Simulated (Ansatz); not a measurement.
**Debugging a many-body input for BaTiO3 (Pm-3m)**

What is wrong with this input for BaTiO3 (Pm-3m)?

Program: Ansatz 0.2.0. Level of theory: G0W0 on PBE, plane waves, PAW; PAW set soft_1. Results are calculated unless marked as measured.

### 1. Set-up

Symmetry: Pm-3m, No. 221, cubic system. The conventional cell has a = 4.006 Å, b = 4.006 Å, c = 4.006 Å, α = 90.00°, β = 90.00°, γ = 90.00°. Nearest to Ba lie 12 O at 2.83 Å. Nearest to Ti lie 6 O at 2.00 Å. Nearest to O lie 2 Ti at 2.00 Å and 4 Ba at 2.83 Å. Farther neighbours and most contacts between anions are not listed.

The cell and positions come from the Crystallography Open Database and are kept as given unless a step says otherwise. Spin-orbit coupling is left out unless a step names it.

### 2. First try

input.yaml reads:

```yaml
crystal:
  lattice:
    - [4.006, 0.0, 0.0]
    - [0.0, 4.006, 0.0]
    - [0.0, 0.0, 4.006]
  atoms:
    - { symbol: Ba, position: [0.5, 0.5, 0.5] }
    - { symbol: Ti, position: [0.0, 0.0, 0.0] }
    - { symbol: O, position: [0.5, 0.0, 0.0] }
    - { symbol: O, position: [0.0, 0.5, 0.0] }
    - { symbol: O, position: [0.0, 0.0, 0.5] }
kpoints:
  mp_grid: { grid: [4, 4, 4] }
hamiltonian:
  xc: pbe
  pseudopotentials: { kind: paw, azcp: { folder: soft_1 } }
scf:
  occupations: { method: fixed }
gw:
  n_empty_bands: 67
  ecut_chi: 2
  qp_bands: [v2, c2]
  qp_kpoints: band_edges
  screening: { model: contour_deformation }
```

Launch:

```console
$ ansatz run input.yaml --threads 3 --pin off --max-ram 92160MiB --backend cuda --events-out ev --progress --plain --runs-dir out --devices 1 --max-vram 13GiB
```

Numbers of over 12 decimals in the logs are rounded to 6 here.

The log of the run:

```text
GPUs: using 1 of 1 available (devices: 1).
Engine: ansatz 0.2.0, x86_64-unknown-linux-gnu
Pseudopotentials: kind: paw
Pseudopotential: Ba, paw, valence charge 10, recommended cutoff 420 eV (normal), soft_1/Ba.paw.azcp
Pseudopotential: Ti, paw, valence charge 12, recommended cutoff 420 eV (normal), soft_1/Ti.paw.azcp
Pseudopotential: O, paw, valence charge 6, recommended cutoff 420 eV (normal), soft_1/O.paw.azcp
Functional definition: PBE
  parameter kappa = 0.804
  parameter beta = 0.066725
  exchange = pbe_x(kappa = kappa, mu = beta*pi^2/3)
  correlation = pbe_c(beta = beta)
device memory: the entry about to start is reckoned to put 0.6 GiB on a device that reports 56.0 GiB free (of which the cap on the GPU budget leaves the run 13.0 GiB)
GPU FFT provider: cuFFT
GPU libraries: cuBLAS 13.8.2, cuFFT 12.4.0, cuSOLVER 12.3.4
Crystal: 5 atoms, lattice volume = 64.288 Å³
Basis set: ecut = 420 eV, 1237 PW (Γ)
Bands: 25, of which v1, the nominal top of the filled ones, is band 20 counted from 1 (19 counted from 0)
Symmetry: 48 space group operations
Space group: Pm-3m (ITA 221), of the structure as read, at distance tolerance 4.0e-5 Å
k-points: 10 of 64
Non-local potential: Ba, projectors of the file, l = 0: 3, l = 1: 2, l = 2: 2, l = 3: 2
Non-local potential: Ti, projectors of the file, l = 0: 3, l = 1: 2, l = 2: 3, l = 3: 1
Non-local potential: O, projectors of the file, l = 0: 2, l = 1: 2, l = 2: 1
PAW form: soft (Blöchl's): semilocal exchange-correlation on the pseudo side does not see the compensation charge
PAW one-centre angular grid: Ba, 194 points (default); XC on 64 Gauss nodes
PAW one-centre angular grid: Ti, 590 points (default); XC on 64 Gauss nodes
PAW one-centre angular grid: O, 110 points (default); XC on 64 Gauss nodes
Initial density: superposition of atomic densities (chi_scale 0.1, normalization cell, long waves kept (reshape's long-wave potential 0.00 eV rms))
Initial wavefunctions: pseudopotential atomic-orbital guess
GPU buffer pool allocated for 19683 grid points (all kernels)
GPU transforms: local potential and band sums: pruned to the plane-wave sphere, on 27×27×27
Functional: x = pbe(κ = 0.804, μ = 0.219515), c = pbe(β = 0.066725)
SCF iter   1: F=—  HF=-10160.049957 eV  |F-HF|=—  |Δ(HF+E_count)|=         —  Δρ=5.09e-2  dr2=2.06e0  ethr=3.10e-3  ⟨swp⟩=4.5  Hψ=957  notcnv=0  defer=17
preconditioner: auto → Resta (q_TF=auto, 2.521 Å⁻¹)  ε∞=5.8  [insulator: Δε(μ)=2.348 eV  Ē_g=11.561 eV  n_scr=18 (ndim 8)  ℏωp=25.4 eV  f_vac=0.000  ε∞_Penn≈5.8]
SCF iter   2: F=—  HF=-10159.753018 eV  |F-HF|=—  |Δ(HF+E_count)|=   2.97e-1  Δρ=2.44e-2  dr2=4.40e-1  ethr=3.10e-3  ⟨swp⟩=3.1  Hψ=526  notcnv=0  defer=11
SCF iter   3: F=—  HF=-10159.723390 eV  |F-HF|=—  |Δ(HF+E_count)|=   2.96e-2  Δρ=1.23e-2  dr2=1.18e-1  ethr=1.10e-3  ⟨swp⟩=2.0  Hψ=430  notcnv=0  defer=20
SCF iter   4: F=—  HF=-10159.719728 eV  |F-HF|=—  |Δ(HF+E_count)|=   3.66e-3  Δρ=8.62e-3  dr2=4.58e-2  ethr=2.96e-4  ⟨swp⟩=2.0  Hψ=416  notcnv=0  defer=21
SCF iter   5: F=—  HF=-10159.715141 eV  |F-HF|=—  |Δ(HF+E_count)|=   4.59e-3  Δρ=1.93e-3  dr2=2.14e-3  ethr=1.14e-4  ⟨swp⟩=2.0  Hψ=356  notcnv=0  defer=24
SCF iter   6: F=—  HF=-10159.715896 eV  |F-HF|=—  |Δ(HF+E_count)|=   7.55e-4  Δρ=3.59e-4  dr2=8.45e-5  ethr=5.34e-6  ⟨swp⟩=2.0  Hψ=373  notcnv=0  defer=25
SCF iter   7: F=—  HF=-10159.715938 eV  |F-HF|=—  |Δ(HF+E_count)|=   4.25e-5  Δρ=5.16e-5  dr2=1.58e-6  ethr=2.11e-7  ⟨swp⟩=2.4  Hψ=402  notcnv=0  defer=17
SCF iter   8: F=-10159.715939 eV  HF=-10159.715939 eV  |F-HF|=4.77e-8  |Δ(HF+E_count)|=   1.09e-6  Δρ=9.41e-6  dr2=7.39e-8  ethr=2.50e-10  ⟨swp⟩=6.9  Hψ=1171  notcnv=0
SCF 1 converged in 8 iterations: F = -10159.715939 eV  dr2 = 7.39e-8
[...]
device memory: the entry about to start is reckoned to put 0.7 GiB on a device that reports 56.0 GiB free (of which the cap on the GPU budget leaves the run 13.0 GiB)
[...]
k-point 9: bands = [... 16 lower, 7.8966, 10.2372, 10.2372, 10.2372, 14.4133, 14.4133, 14.4133, 17.0654, ... 1 higher]
--- G₀W₀: contour deformation, 6 samples at zero and on the imaginary axis and 1 off it, 64 q-points, 67 empty bands' worth ---
  eigenvalues of the whole cell's RPA ε∞ on this k-mesh (on a slab, of 1 + 4πα/V) = 7.3964, 7.3964, 7.3964; static W/v taken at q = 0 is 0.135201
  bands read: the sum over 87 bands ends inside a degenerate multiplet in 3 slots, whose members it reads at an even weight; the widest, k=0: bands 86 to 88 (counted from 1) at 2/3 each
  gw.qp_kpoints: band_edges: 10 of 10 stored k-points solved, in 2 passes; an edge of the gap read off the rows below is read off those points alone
  `?` marks the rows in doubt; gw_qp.tsv's column doubts and the gw_qp event give each row's grounds
    ik  band        ε_KS         Σx   Σc(E_QP)       V_xc       Z   E_QP_lin       E_QP  E_QP is
     0    19     10.1341   -26.0321     2.6692   -21.2782  0.8706     7.9739     8.0495  root
     0    20     10.1341   -26.0321     2.6692   -21.2782  0.8706     7.9739     8.0495  root
     0    21     12.0283   -12.6294    -3.2199   -20.2840  0.8707    16.7254    16.4631  root ?
     0    22     12.0283   -12.6294    -3.2199   -20.2840  0.8707    16.7254    16.4631  root ?
     1    19      9.8070   -25.6946     2.6891   -20.9726  0.8689     7.7048     7.7741  root
     1    20      9.8070   -25.6946     2.6891   -20.9726  0.8689     7.7048     7.7741  root
     1    21     12.0900   -12.7517    -3.2528   -20.5201  0.8703    16.8779    16.6055  root ?
     1    22     12.9724   -14.1585    -3.4350   -21.7815  0.8631    17.4550    17.1603  root ?
     2    19      9.5693   -25.7420     2.7349   -20.8008  0.8683     7.2865     7.3630  root
     2    20      9.5693   -25.7420     2.7349   -20.8008  0.8683     7.2865     7.3630  root
     2    21     12.1541   -12.8869    -3.2872   -20.7773  0.8699    17.0401    16.7572  root ?
     2    22     13.7397   -14.7923    -3.3044   -23.0285  0.8555    18.5407    18.6715  root ?
     3    19      9.3283   -25.0672     2.7445   -20.5857  0.8659     7.4924     7.5913  root
     3    20      9.7879   -25.4639     2.8458   -20.5136  0.8655     7.6059     7.6835  root
     3    21     12.9293   -13.9676    -3.4275   -21.7040  0.8638    17.5213    17.2381  root ?
     3    22     13.0634   -14.3127    -3.4170   -22.0627  0.8622    17.6340    17.3963  root ?
     4    19      9.1662   -24.8910     2.8848   -19.8373  0.8626     6.9047     6.9973  root
     4    20      9.7684   -25.2167     2.9222   -20.1726  0.8634     7.5628     7.6466  root
     4    21     13.0238   -14.1504    -3.4121   -22.0001  0.8629    17.6929    17.4614  root ?
     4    22     13.7484   -14.7581    -3.3144   -23.0608  0.8557    18.6093    18.7367  root ?
     5    19      9.4061   -25.2060     2.8830   -20.1102  0.8652     7.1051     7.1934  root
     5    20     10.1889   -25.7270     2.9461   -20.6359  0.8649     7.9541     8.0438  root
     5    21     13.7583   -14.7451    -3.3165   -23.0977  0.8559    18.6655    18.7944  root ?
     5    22     13.7583   -14.7451    -3.3165   -23.0977  0.8559    18.6655    18.7944  root ?
     6    19      9.5573   -25.1000     2.8926   -20.1367  0.8629     7.4039     7.4866  root
     6    20      9.6554   -25.1913     2.8833   -20.0249  0.8649     7.2790     7.3724  root
     6    21     13.4130   -14.0226    -3.3663   -22.3064  0.8596    18.3454    18.3305  root ?
     6    22     13.4321   -13.9221    -3.4287   -22.0188  0.8599    18.2106    18.1002  root ?
     7    19      9.6704   -25.1242     2.9606   -19.9973  0.8622     7.4128     7.5042  root
     7    20      9.7558   -25.0658     2.9126   -20.0029  0.8635     7.5195     7.6056  root
     7    21     13.5243   -14.3809    -3.3799   -22.5335  0.8586    18.3321    18.2970  root ?
     7    22     13.9560   -14.2508    -3.4001   -22.8412  0.8550    19.0329    19.1462  root ?
     8    19      9.7354   -25.2357     2.9294   -20.1163  0.8637     7.4560     7.5454  root
     8    20     10.2132   -25.7866     2.9298   -20.7033  0.8655     7.9740     8.0597  root
     8    21     14.0599   -14.7032    -3.4187   -23.2981  0.8536    19.1175    19.2362  root ?
     8    22     14.0599   -14.7032    -3.4187   -23.2981  0.8536    19.1175    19.2362  root ?
     9    19     10.2372   -25.8486     2.9155   -20.7734  0.8661     7.9946     8.0775  root
     9    20     10.2372   -25.8486     2.9155   -20.7734  0.8661     7.9946     8.0775  root
     9    21     14.4133   -14.7030    -3.5699   -23.7019  0.8502    19.7318    19.8422  root ?
     9    22     14.4133   -14.7030    -3.5699   -23.7019  0.8502    19.7318    19.8422  root ?
[key lines of the parts left out:]
SCF converged after 8 iterations
Free energy (F): -10159.715939 eV
Fermi energy:    10.237247 eV
```

The job ended after 13 s (1 × NVIDIA H100 80GB HBM3 (shared by 6 runs) with 3 threads of AMD EPYC 7R13 (Zen 3), shared host; peak memory 1 GiB).

In the SCF lines HF is the Harris–Foulkes energy and dr2 the Hartree energy of the density residual, in eV; the loop may stop once dr2 is under the threshold and the program's other checks hold. Hψ counts applications of the Hamiltonian.

**Diagnosis.**

The run ended normally, though the input holds a fault or crude settings.

The fault: screening cutoff of a few eV. Such a cutoff keeps only a few plane waves in the dielectric matrix, so local fields and the Coulomb hole are lost.

It printed a gap of 8.39 eV, which is an artefact of the settings.

### 3. A better input

G0W0 replaces the xc potential by the self-energy, built once from these orbitals. Only a window of levels is corrected, while the sums run over the empty bands that the input names. This step takes PAW set soft_1 files.

Edit input.yaml of step 2 so:

```diff
@@ -19,4 +19,4 @@
 gw:
-  n_empty_bands: 67
-  ecut_chi: 2
+  n_empty_bands: 268
+  ecut_chi: 150.0
   qp_bands: [v2, c2]
```

The log of the run:

```text
GPUs: using 1 of 1 available (devices: 1).
[...]
GPU FFT provider: cuFFT
GPU libraries: cuBLAS 13.8.2, cuFFT 12.4.0, cuSOLVER 12.3.4
Crystal: 5 atoms, lattice volume = 64.288 Å³
Basis set: ecut = 420 eV, 1237 PW (Γ)
Bands: 25, of which v1, the nominal top of the filled ones, is band 20 counted from 1 (19 counted from 0)
[... 1 set-up line as in the run before ...]
[...]
k-points: 10 of 64
[...]
GPU buffer pool allocated for 19683 grid points (all kernels)
[...]
SCF iter   1: F=—  HF=-10160.049957 eV  |F-HF|=—  |Δ(HF+E_count)|=         —  Δρ=5.09e-2  dr2=2.06e0  ethr=3.10e-3  ⟨swp⟩=4.5  Hψ=957  notcnv=0  defer=17
[...]
SCF iter   8: F=-10159.715939 eV  HF=-10159.715939 eV  |F-HF|=4.77e-8  |Δ(HF+E_count)|=   1.09e-6  Δρ=9.41e-6  dr2=7.39e-8  ethr=2.50e-10  ⟨swp⟩=6.9  Hψ=1171  notcnv=0
SCF 1 converged in 8 iterations: F = -10159.715939 eV  dr2 = 7.39e-8
[...]
0    19     10.1341   -26.0321     4.4355   -21.2782  0.7166     9.8135     9.8158  root
     0    20     10.1341   -26.0321     4.4355   -21.2782  0.7166     9.8135     9.8158  root
     0    21     12.0283   -12.6294    -6.5995   -20.2840  0.7253    13.1108    13.0835  root
     0    22     12.0283   -12.6294    -6.5995   -20.2840  0.7253    13.1108    13.0835  root
     1    19      9.8070   -25.6946     4.3920   -20.9726  0.7139     9.4744     9.4770  root
     1    20      9.8070   -25.6946     4.3920   -20.9726  0.7139     9.4744     9.4770  root
     1    21     12.0900   -12.7517    -6.6936   -20.5201  0.7226    13.1936    13.1647  root
     1    22     12.9724   -14.1585    -6.5588   -21.7815  0.7022    14.0699    14.0365  root
[...]
9    19     10.2372   -25.8486     4.7663   -20.7734  0.7054     9.9260     9.9283  root
     9    20     10.2372   -25.8486     4.7663   -20.7734  0.7054     9.9260     9.9283  root
     9    21     14.4133   -14.7030    -7.9036   -23.7019  0.6541    15.5642    15.5085  root
     9    22     14.4133   -14.7030    -7.9036   -23.7019  0.6541    15.5642    15.5085  root
[key lines of the parts left out:]
SCF converged after 8 iterations
Free energy (F): -10159.715939 eV
Fermi energy:    10.237247 eV
```

Wall time 17 s (1 × NVIDIA H100 80GB HBM3 (shared by 6 runs) with 3 threads); peak memory 1.2 GiB; 16 s of CPU time.

This step gave:

| Property | Result |
| --- | --- |
| bands summed | 288 |
| RPA ε∞ on this mesh (eigenvalues) | 7.004, 7.004, 7.004 |
| plane waves in the screening matrix | 257 |
| q-points in the mesh | 64 |
| G0W0 gap on the mesh | 3.155 eV |
| k of the valence top | -0.5, -0.5, -0.5 |
| k of the conduction bottom | 0, 0, 0 |
| starting gap on the mesh | 1.791 eV |
| Z at the valence top | 0.7054 |
| Z at the conduction bottom | 0.7253 |
| least direct G0W0 gap on the computed points | 3.268 eV |

The gap on the mesh goes from 1.79 eV to 3.16 eV, a correction of +1.36 eV. Between the two edge states, bare exchange in place of the xc potential would open the gap by 12.73 eV, and correlation takes back 11.37 eV.

### 4. Results

```yaml
first_try: converged after 13 s
better_run: G0W0 gap on the mesh 3.16 eV (4×4×4 mesh, 268 empty bands, screening to 150 eV, PAW set soft_1 files)
```

What this shows: The second run differs in: empty bands and screening cutoff (eV). Bands and cutoff are finite, so the gap is not at the basis limit. The miss can reach some tenths of an eV and take either sign; the mesh is an error of its own. The 4×4×4 mesh is coarse for this cell (its supercell is 16 Å along the shortest edge). The RPA ε∞ on it, from the PBE start, is 7.00; such meshes misread the long-range screening, most where the gap is narrow. This is the ideal cubic cell; many perovskites, halides above all, are cubic only on average, and local tilts or off-centring can widen the gap. The many-body steps are scalar-relativistic: spin-orbit coupling is not in them.

[Paths, hosts, dates, memory and timing lines, banners, echoed tables and standing remarks are left out of the program output.]

[Logs are printed without paths, hosts, clocks, repeated set-up lines and the standing remarks that a program may print on its own settings, such as how far it seeks lower states.]

[Runs of the session that timed out or met a known fault of the program may be left out.]

[Cells called generated may have been cut or substituted from an entry of the Crystallography Open Database or the Materials Project.]

[Hosts, paths, dates, database ids (printed as entryN), source tags and the programs' standing remarks are cut or masked in the printed files.]
